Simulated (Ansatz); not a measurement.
# How fast states decay through YInH2O4, part 3 of 4

A new crystal, YInH2O4: structure, gap and complex bands. It is built by putting In for part of the Y in the YHO2 structure of space group P2_1/m, with the volume rescaled by atomic radii. The parent structure comes from the Materials Project.

Ansatz 0.2.0; PBE DFT, plane waves, PAW files (the session's first sound run).

So far, gap on the k-mesh (eV): step 3 (band edges) 1.92.

The structure was built from a prototype and need not be the compound's stable phase.

**5. Complex bands, plane (100), k-mesh 6×4×6**

Level of this step: PBE DFT, plane waves, PAW files; complex bands by layer matching along the plane's normal (Ansatz).

The same for the (100) plane, at (0, 0), (-0.5, -0.5) and (0.5, 0), to see how the decay depends on direction.

File input.yaml:

```yaml
crystal:
  lattice:
    - [3.60213137, 0.0, 0.0]
    - [0.0, 5.905366002, 0.0]
    - [0.0, -1.48832373, 4.075110325]
  atoms:
    - { symbol: In, position: [0.75, 0.697777265, 0.3365570605] }
    - { symbol: "Y", position: [0.25, 0.3216516278, 0.6741216052] }
    - { symbol: H, position: [0.25, 0.8993576649, 0.0146140699] }
    - { symbol: H, position: [0.75, 0.0461805852, 0.9571667181] }
    - { symbol: O, position: [0.25, 0.4619650726, 0.2442045186] }
    - { symbol: O, position: [0.75, 0.5687626531, 0.7798973496] }
    - { symbol: O, position: [0.25, 0.9414950122, 0.2515579645] }
    - { symbol: O, position: [0.75, 0.0628101193, 0.7418807137] }
kpoints:
  mp_grid: { grid: [6, 4, 6] }
scf:
  occupations: { method: fixed }
hamiltonian:
  xc: pbe
output:
  eigenvalues: true
  transmission:
    leads: [[0, 0]]
    kpoints: [[0.0, 0.0], [-0.5, -0.5], [0.5, 0.0]]
    e_range: [-1.0, 2.92]
    de: 0.08
```

Started as:

```bash
$ ansatz run input.yaml --threads 2 --pin off --max-ram 4096MiB --backend cpu --events-out ev --progress --plain --runs-dir out
```

Numbers of over 12 decimals in the logs are rounded to 6 here.

The program printed:

```text
[...]
Crystal: 8 atoms, lattice volume = 86.685 Å³
Basis set: ecut = 420 eV, 1697 PW (Γ)
Bands: 33, of which v1, the nominal top of the filled ones, is band 25 counted from 1 (24 counted from 0)
Symmetry: 2 space group operations
[...]
k-points: 56 of 144 (time reversal used)
[...]
SCF iter   1: F=—  HF=-11753.646244 eV  |F-HF|=—  |Δ(HF+E_count)|=         —  Δρ=2.55e-3  dr2=4.72e-3  ethr=1.77e-3  ⟨swp⟩=5.0  Hψ=6847  notcnv=0  defer=320
[...]
SCF iter   7: F=-11753.645679 eV  HF=-11753.645679 eV  |F-HF|=1.54e-8  |Δ(HF+E_count)|=   2.66e-7  Δρ=1.21e-5  dr2=8.86e-8  ethr=2.00e-10  ⟨swp⟩=8.7  Hψ=8609  notcnv=0
SCF 1 converged in 7 iterations: F = -11753.645679 eV  dr2 = 8.86e-8
[...]
transmission: 6 of 18 steps passed
transmission: 12 of 18 steps passed
transmission: 18 of 18 steps passed
SCF converged after 7 iterations
Free energy (F): -11753.645679 eV
[...]
Internal energy: -11753.645679 eV  (E = F + TS)
E sigma→0 (E₀):  -11753.645679 eV
Fermi energy:    7.372774 eV
[...]
--- Band table (eV; the first three rows and the last of 56) ---
  k-point 0: bands = [... 21 lower, 6.4190, 6.6395, 6.8861, 7.0869, 9.2926, 12.5672, 13.4007, 13.9393, ... 4 higher]
  k-point 1: bands = [... 21 lower, 6.3803, 6.4614, 6.7655, 6.8768, 9.9452, 12.6592, 13.7301, 14.1021, ... 4 higher]
  k-point 2: bands = [... 21 lower, 6.2568, 6.4014, 6.5522, 6.9490, 11.1088, 12.8187, 13.7599, 14.4067, ... 4 higher]
  k-point 55: bands = [... 21 lower, 6.2622, 6.4063, 6.4984, 7.3728, 12.7873, 13.3515, 13.9148, 14.1350, ... 4 higher]
--- Transmission ---
  basis      : 183 plane waves across, 6 finite elements along
  points     : 3, as listed
[...]
crystal 0  : H2O4In1Y1, at the sites [0, 0], period 4.0751 Å: whole cells are its period
[...]
channels       : 0.000000e0 a spin
[...]
slowest decay  : 0.2239 /Å at (0.0000, 0.0000)
```

It took 36 s on 2 threads of Arm Neoverse V2, shared host; peak memory 0.61 GiB; 72 s of CPU time.

Numbers from this step:

```
decay constant at the filling level, zone centre          : 0.2239 Å⁻¹
decay constant at the filling level, slowest listed point : 0.2239 Å⁻¹
```

K parallel (0, 0); values up to 1.5 1/Å, a degenerate pair printed once or twice; energies at which all values exceed this have no row. Table of Im kz of the slowest decaying states by energy, zero at the highest filled level on the SCF mesh:

```
energy (eV)  decay 1 (Å⁻¹)  decay 2 (Å⁻¹)  decay 3 (Å⁻¹)  decay 4 (Å⁻¹)
      -1.00          0.179          0.404          0.567          0.570
      -0.84          0.227          0.396          0.594          0.696
      -0.60          0.163          0.334          0.601          0.655
      -0.44          0.150          0.458          0.673          0.726
      -0.20          0.105          0.304          0.343          0.531
      -0.04          0.161          0.412          0.456          0.558
       0.20          0.202          0.484          0.569          0.586
       0.36          0.217          0.521          0.580          0.599
       0.60          0.227          0.564          0.594          0.614
       0.76          0.228          0.587          0.602          0.621
       0.92          0.224          0.606          0.608          0.626
       1.16          0.210          0.616          0.630          0.631
       1.32          0.194          0.619          0.633          0.643
       1.56          0.159          0.622          0.634          0.658
       1.72          0.122          0.623          0.633          0.666
       1.96          0.623          0.630          0.675          0.745
       2.12          0.622          0.626          0.679          0.739
       2.36          0.619          0.620          0.683          0.728
       2.52          0.614          0.616          0.684          0.721
       2.76          0.604          0.611          0.684          0.709
       2.92          0.596          0.607          0.682          0.695
```

K parallel (-0.5, -0.5); values up to 1.5 1/Å, a degenerate pair printed once or twice; energies at which all values exceed this have no row. Table of Im kz of the slowest decaying states by energy, zero at the highest filled level on the SCF mesh:

```
energy (eV)  decay 1 (Å⁻¹)  decay 2 (Å⁻¹)  decay 3 (Å⁻¹)  decay 4 (Å⁻¹)
      -1.00         0.0380          0.304          0.344          0.487
      -0.84          0.125          0.205          0.317          0.418
      -0.60          0.398          0.423          0.611          0.678
      -0.44          0.212          0.453          0.481          0.652
      -0.20          0.318          0.527          0.539          0.710
      -0.04          0.363          0.569          0.572          0.746
       0.20          0.212          0.414          0.606          0.635
       0.36          0.282          0.440          0.626          0.676
       0.60          0.362          0.473          0.653          0.740
       0.76          0.406          0.491          0.668          0.749
       0.92          0.445          0.507          0.682          0.740
       1.16          0.499          0.528          0.701          0.724
       1.32          0.531          0.540          0.712          0.713
       1.56          0.555          0.576          0.693          0.729
       1.72          0.564          0.604          0.679          0.740
       1.96          0.575          0.641          0.656          0.757
       2.12          0.581          0.641          0.662          0.769
       2.36          0.589          0.616          0.687          0.792
       2.52          0.593          0.598          0.699          0.810
       2.76          0.571          0.598          0.711          0.842
       2.92          0.552          0.600          0.715          0.866
```

K parallel (0.5, 0); values up to 1.5 1/Å, a degenerate pair printed once or twice; energies at which all values exceed this have no row. Im kz of the slowest decaying states against energy, zero at the highest filled level on the SCF mesh:

```
energy (eV)  decay 1 (Å⁻¹)  decay 2 (Å⁻¹)  decay 3 (Å⁻¹)  decay 4 (Å⁻¹)
      -1.00          0.252          0.471          0.550          0.609
      -0.84          0.192          0.245          0.246          0.527
      -0.68          0.181          0.217          0.306          0.572
      -0.52          0.127          0.315          0.473          0.590
      -0.36          0.331          0.593          0.601          0.739
      -0.20          0.256          0.474          0.610          0.670
      -0.04         0.0796          0.333          0.543          0.616
       0.12          0.203          0.381          0.595          0.621
       0.28          0.278          0.416          0.624          0.637
       0.44          0.342          0.445          0.625          0.675
       0.60          0.404          0.468          0.621          0.711
       0.76          0.477          0.488          0.609          0.746
       0.92          0.505          0.576          0.588          0.782
       1.00          0.513          0.557          0.648          0.800
       1.16          0.526          0.535          0.734          0.836
       1.32          0.524          0.538          0.802          0.873
       1.48          0.516          0.549          0.875          0.885
       1.64          0.509          0.558          0.879          0.937
       1.80          0.503          0.566          0.874          0.944
       1.96          0.496          0.572          0.870          0.950
       2.12          0.489          0.577          0.867          0.955
       2.28          0.481          0.581          0.864          0.959
       2.44          0.472          0.584          0.863          0.962
       2.60          0.461          0.586          0.863          0.964
       2.76          0.449          0.587          0.864          0.965
       2.92          0.434          0.586          0.866          0.965
```

At the listed wavevectors the last open channel is at -0.04 eV and the next at +1.96 eV on the grid. At +0.92 eV, the grid energy nearest the filling level (the middle of the gap on the SCF mesh), the slowest state at the listed wavevectors decays with κ = 0.224 Å⁻¹, its amplitude falling by e over 4.5 Å; the first such run, plane (010), gave 0.213 Å⁻¹.

**6. Band edges at another level**

This step: PBEsol DFT, plane waves, PAW files (Ansatz 0.2.0).

The edges again with PBEsol, at the same atoms.

File input.yaml:

```yaml
crystal:
  lattice:
    - [4.3383134858, 0.0, -0.0258415672]
    - [0.0, 3.6021313699, 0.0]
    - [-1.9928122121, 0.0, 5.5589609737]
  atoms:
    - { symbol: In, position: [0.3365570605, 0.75, 0.697777265] }
    - { symbol: "Y", position: [0.6741216052, 0.25, 0.3216516278] }
    - { symbol: H, position: [0.0146140699, 0.25, 0.8993576649] }
    - { symbol: H, position: [0.9571667181, 0.75, 0.0461805852] }
    - { symbol: O, position: [0.2442045186, 0.25, 0.4619650726] }
    - { symbol: O, position: [0.7798973496, 0.75, 0.5687626531] }
    - { symbol: O, position: [0.2515579645, 0.25, 0.9414950122] }
    - { symbol: O, position: [0.7418807137, 0.75, 0.0628101193] }
kpoints:
  mp_grid: { grid: [6, 8, 4] }
  band_path: { path: [VBM, CBM], npoints: 30 }
scf:
  occupations: { method: fixed }
hamiltonian:
  xc: pbesol
output:
  eigenvalues: true
```

The program printed:

```text
[...]
Crystal: 8 atoms, lattice volume = 86.685 Å³
Basis set: ecut = 420 eV, 1697 PW (Γ)
Bands: 33, of which v1, the nominal top of the filled ones, is band 25 counted from 1 (24 counted from 0)
Symmetry: 2 space group operations
[...]
k-points: 70 of 192 (time reversal used)
[...]
SCF iter   1: F=—  HF=-11601.063005 eV  |F-HF|=—  |Δ(HF+E_count)|=         —  Δρ=1.38e-2  dr2=1.35e-1  ethr=1.77e-3  ⟨swp⟩=5.0  Hψ=8461  notcnv=0  defer=406
[...]
SCF iter   8: F=-11601.027736 eV  HF=-11601.027736 eV  |F-HF|=5.32e-8  |Δ(HF+E_count)|=   7.90e-7  Δρ=8.12e-6  dr2=6.07e-8  ethr=2.00e-10  ⟨swp⟩=8.7  Hψ=10148  notcnv=0
SCF 1 converged in 8 iterations: F = -11601.027736 eV  dr2 = 6.07e-8
[...]
SCF converged after 8 iterations
Free energy (F): -11601.027736 eV
[...]
Internal energy: -11601.027736 eV  (E = F + TS)
E sigma→0 (E₀):  -11601.027736 eV
Fermi energy:    7.218888 eV
[...]
--- Band table (eV; the first three rows and the last of 70) ---
  k-point 0: bands = [... 21 lower, 6.2907, 6.4941, 6.7324, 6.9347, 9.0400, 12.3130, 13.1458, 13.7498, ... 4 higher]
  k-point 1: bands = [... 21 lower, 6.1441, 6.2176, 6.7297, 6.8871, 9.7778, 12.4736, 12.8471, 13.7591, ... 4 higher]
  k-point 2: bands = [... 21 lower, 5.8869, 6.0922, 6.7276, 6.8468, 10.6068, 12.0980, 12.8457, 13.7684, ... 4 higher]
  k-point 69: bands = [... 21 lower, 6.1046, 6.2550, 6.3467, 7.2189, 12.5716, 13.1229, 13.6968, 13.9362, ... 4 higher]
```

It took 32 s on 2 threads; peak memory 0.42 GiB; 64 s of CPU time.

Numbers from this step:

| Property | Result |
| --- | --- |
| free energy | -11601.0277 eV |
| Fermi energy | 7.219 eV |
| gap on the k-mesh | 1.821 eV |
| gap on path | 1.821 eV, by band count; negative where bands overlap |
| direct gap on path | 2.105 eV |

Electronic bands along the path, in eV, zero at the Fermi level (highest filled level under fixed occupations); v1 is the highest filled band, c1 the lowest empty one:

```
  point     v4     v3     v2     v1    c1    c2    c3    c4
    VBM  -1.11  -0.96  -0.87   0.00  5.35  5.90  6.48  6.72
halfway  -1.13  -0.88  -0.72  -0.47  4.25  5.32  6.43  6.99
    CBM  -0.93  -0.72  -0.49  -0.28  1.82  5.09  5.93  6.53
```

The searched edges give 1.82 eV, as on the mesh.

For the gap on the k-mesh, step 3 gave 1.92 eV; this run, with PBEsol, gives 1.82 eV.

**7. Complex bands at another level**

This step: PBEsol DFT, plane waves, PAW files; complex bands by layer matching along the plane's normal (Ansatz 0.2.0).

The complex bands at that level, over its own gap, at (0, 0) and (-0.5, -0.5).

File input.yaml:

```yaml
crystal:
  lattice:
    - [5.905366002, 0.0, 0.0]
    - [-1.48832373, 4.075110325, 0.0]
    - [0.0, 0.0, 3.60213137]
  atoms:
    - { symbol: In, position: [0.697777265, 0.3365570605, 0.75] }
    - { symbol: "Y", position: [0.3216516278, 0.6741216052, 0.25] }
    - { symbol: H, position: [0.8993576649, 0.0146140699, 0.25] }
    - { symbol: H, position: [0.0461805852, 0.9571667181, 0.75] }
    - { symbol: O, position: [0.4619650726, 0.2442045186, 0.25] }
    - { symbol: O, position: [0.5687626531, 0.7798973496, 0.75] }
    - { symbol: O, position: [0.9414950122, 0.2515579645, 0.25] }
    - { symbol: O, position: [0.0628101193, 0.7418807137, 0.75] }
kpoints:
  mp_grid: { grid: [4, 6, 6] }
scf:
  occupations: { method: fixed }
hamiltonian:
  xc: pbesol
output:
  eigenvalues: true
  transmission:
    leads: [[0, 0]]
    kpoints: [[0.0, 0.0], [-0.5, -0.5]]
    e_range: [-1.0, 2.82]
    de: 0.1
```

The program printed:

```text
[...]
Crystal: 8 atoms, lattice volume = 86.685 Å³
Basis set: ecut = 420 eV, 1697 PW (Γ)
Bands: 33, of which v1, the nominal top of the filled ones, is band 25 counted from 1 (24 counted from 0)
Symmetry: 2 space group operations
[...]
k-points: 56 of 144 (time reversal used)
[...]
SCF iter   1: F=—  HF=-11601.062785 eV  |F-HF|=—  |Δ(HF+E_count)|=         —  Δρ=1.38e-2  dr2=1.35e-1  ethr=1.77e-3  ⟨swp⟩=5.0  Hψ=6800  notcnv=0  defer=319
[...]
SCF iter   8: F=-11601.027533 eV  HF=-11601.027533 eV  |F-HF|=5.46e-8  |Δ(HF+E_count)|=   7.83e-7  Δρ=8.06e-6  dr2=6.03e-8  ethr=2.00e-10  ⟨swp⟩=8.7  Hψ=8003  notcnv=0
SCF 1 converged in 8 iterations: F = -11601.027533 eV  dr2 = 6.03e-8
[...]
transmission: 5 of 10 steps passed
transmission: 10 of 10 steps passed
SCF converged after 8 iterations
Free energy (F): -11601.027533 eV
[...]
Internal energy: -11601.027533 eV  (E = F + TS)
E sigma→0 (E₀):  -11601.027533 eV
Fermi energy:    7.218973 eV
[...]
--- Band table (eV; the first three rows and the last of 56) ---
  k-point 0: bands = [... 21 lower, 6.2908, 6.4942, 6.7325, 6.9348, 9.0400, 12.3130, 13.1458, 13.7498, ... 4 higher]
  k-point 1: bands = [... 21 lower, 6.0211, 6.4058, 6.6507, 6.8371, 9.9439, 12.3363, 13.1309, 14.0203, ... 4 higher]
  k-point 2: bands = [... 21 lower, 5.9082, 6.2995, 6.5626, 6.7592, 11.3527, 12.2197, 13.0322, 14.3850, ... 4 higher]
  k-point 55: bands = [... 21 lower, 6.1047, 6.2551, 6.3467, 7.2190, 12.5716, 13.1229, 13.6969, 13.9362, ... 4 higher]
--- Transmission ---
  basis      : 213 plane waves across, 5 finite elements along
  points     : 2, as listed
[...]
crystal 0  : Y1H2O4In1, at the sites [0, 0], period 3.6021 Å: whole cells are its period
[...]
channels       : 0.000000e0 a spin
[...]
slowest decay  : 0.2071 /Å at (0.0000, 0.0000)
```

Run time: 29 s. Hardware: 2 threads; peak memory 0.65 GiB; 57 s of CPU time.

This step gave:

| Item | Value |
| --- | --- |
| free energy | -11601.0275 eV |
| level to which the leads are filled | 0.9105 eV from the Fermi level |
| decay constant at the filling level, zone centre | 0.2071 Å⁻¹ |
| decay constant at the filling level, slowest listed point | 0.2071 Å⁻¹ |

K parallel (0, 0); values up to 1.5 1/Å, a degenerate pair printed once or twice; energies at which all values exceed this have no row. Table of Im kz of the slowest decaying states by energy, zero at the highest filled level on the SCF mesh:

```
energy (eV)  decay 1 (Å⁻¹)  decay 2 (Å⁻¹)  decay 3 (Å⁻¹)  decay 4 (Å⁻¹)
      -1.00          0.307          0.447          0.504          0.689
      -0.80          0.177          0.178          0.287          0.406
      -0.60          0.148          0.305          0.311          0.371
      -0.40          0.110          0.311          0.347          0.429
      -0.20          0.169          0.256          0.302          0.461
       0.00          0.194          0.373          0.523          0.580
       0.10          0.203          0.405          0.547          0.576
       0.30          0.213          0.460          0.564          0.585
       0.50          0.217          0.447          0.557          0.616
       0.70          0.215          0.452          0.587          0.640
       0.90          0.207          0.459          0.612          0.660
       1.10          0.193          0.465          0.634          0.676
       1.30          0.172          0.471          0.616          0.688
       1.50          0.141          0.475          0.606          0.697
       1.70         0.0901          0.477          0.600          0.703
       1.80         0.0380          0.478          0.598          0.705
       2.00          0.479          0.593          0.707          0.743
       2.20          0.479          0.588          0.707          0.712
       2.40          0.477          0.582          0.688          0.705
       2.60          0.474          0.576          0.665          0.701
       2.80          0.470          0.569          0.641          0.695
```

K parallel (-0.5, -0.5); values up to 1.5 1/Å, a degenerate pair printed once or twice; energies at which all values exceed this have no row. Table of Im kz of the slowest decaying states by energy, zero at the highest filled level on the SCF mesh:

```
energy (eV)  decay 1 (Å⁻¹)  decay 2 (Å⁻¹)  decay 3 (Å⁻¹)  decay 4 (Å⁻¹)
      -1.00          0.248          0.534          0.587          0.938
      -0.80          0.175          0.179          0.351          0.430
      -0.70          0.154          0.267          0.388          0.493
      -0.50          0.396          0.432          0.478          0.602
      -0.40          0.447          0.484          0.633          0.671
      -0.20          0.500          0.501          0.682          0.753
      -0.10          0.510          0.521          0.704          0.762
       0.00         0.0366          0.518          0.540          0.723
       0.10          0.335          0.525          0.552          0.709
       0.20          0.531          0.543          0.544          0.701
       0.40          0.542          0.631          0.636          0.692
       0.50          0.546          0.644          0.658          0.689
       0.70          0.554          0.665          0.684          0.693
       0.80          0.556          0.675          0.682          0.706
       1.00          0.560          0.678          0.692          0.726
       1.10          0.562          0.676          0.698          0.732
       1.30          0.563          0.672          0.706          0.735
       1.40          0.563          0.669          0.709          0.733
       1.60          0.562          0.663          0.711          0.724
       1.70          0.561          0.659          0.711          0.720
       1.90          0.558          0.650          0.710          0.710
       2.00          0.555          0.644          0.706          0.709
       2.20          0.550          0.631          0.697          0.707
       2.30          0.547          0.623          0.693          0.706
       2.50          0.539          0.606          0.684          0.698
       2.60          0.535          0.596          0.680          0.692
       2.80          0.525          0.576          0.670          0.680
```

At the listed wavevectors the last open channel is at -0.10 eV and the next at +1.90 eV on the grid. At +0.90 eV, the grid energy nearest the filling level (the middle of the gap on the SCF mesh), the slowest state at the listed wavevectors decays with κ = 0.207 Å⁻¹, its amplitude falling by e over 4.8 Å; the first such run, plane (010), gave 0.213 Å⁻¹ over as many of its listed wavevectors.

(Continued in part 4 of 4.)

[Logs are printed without paths, hosts, clocks, repeated set-up lines and the standing remarks that a program may print on its own settings, such as how far it seeks lower states.]

[Hosts, paths, dates, database ids (printed as entryN), source tags and the programs' standing remarks are cut or masked in the printed files.]

[New means built here by substitution; the compound itself may be known and measured.]
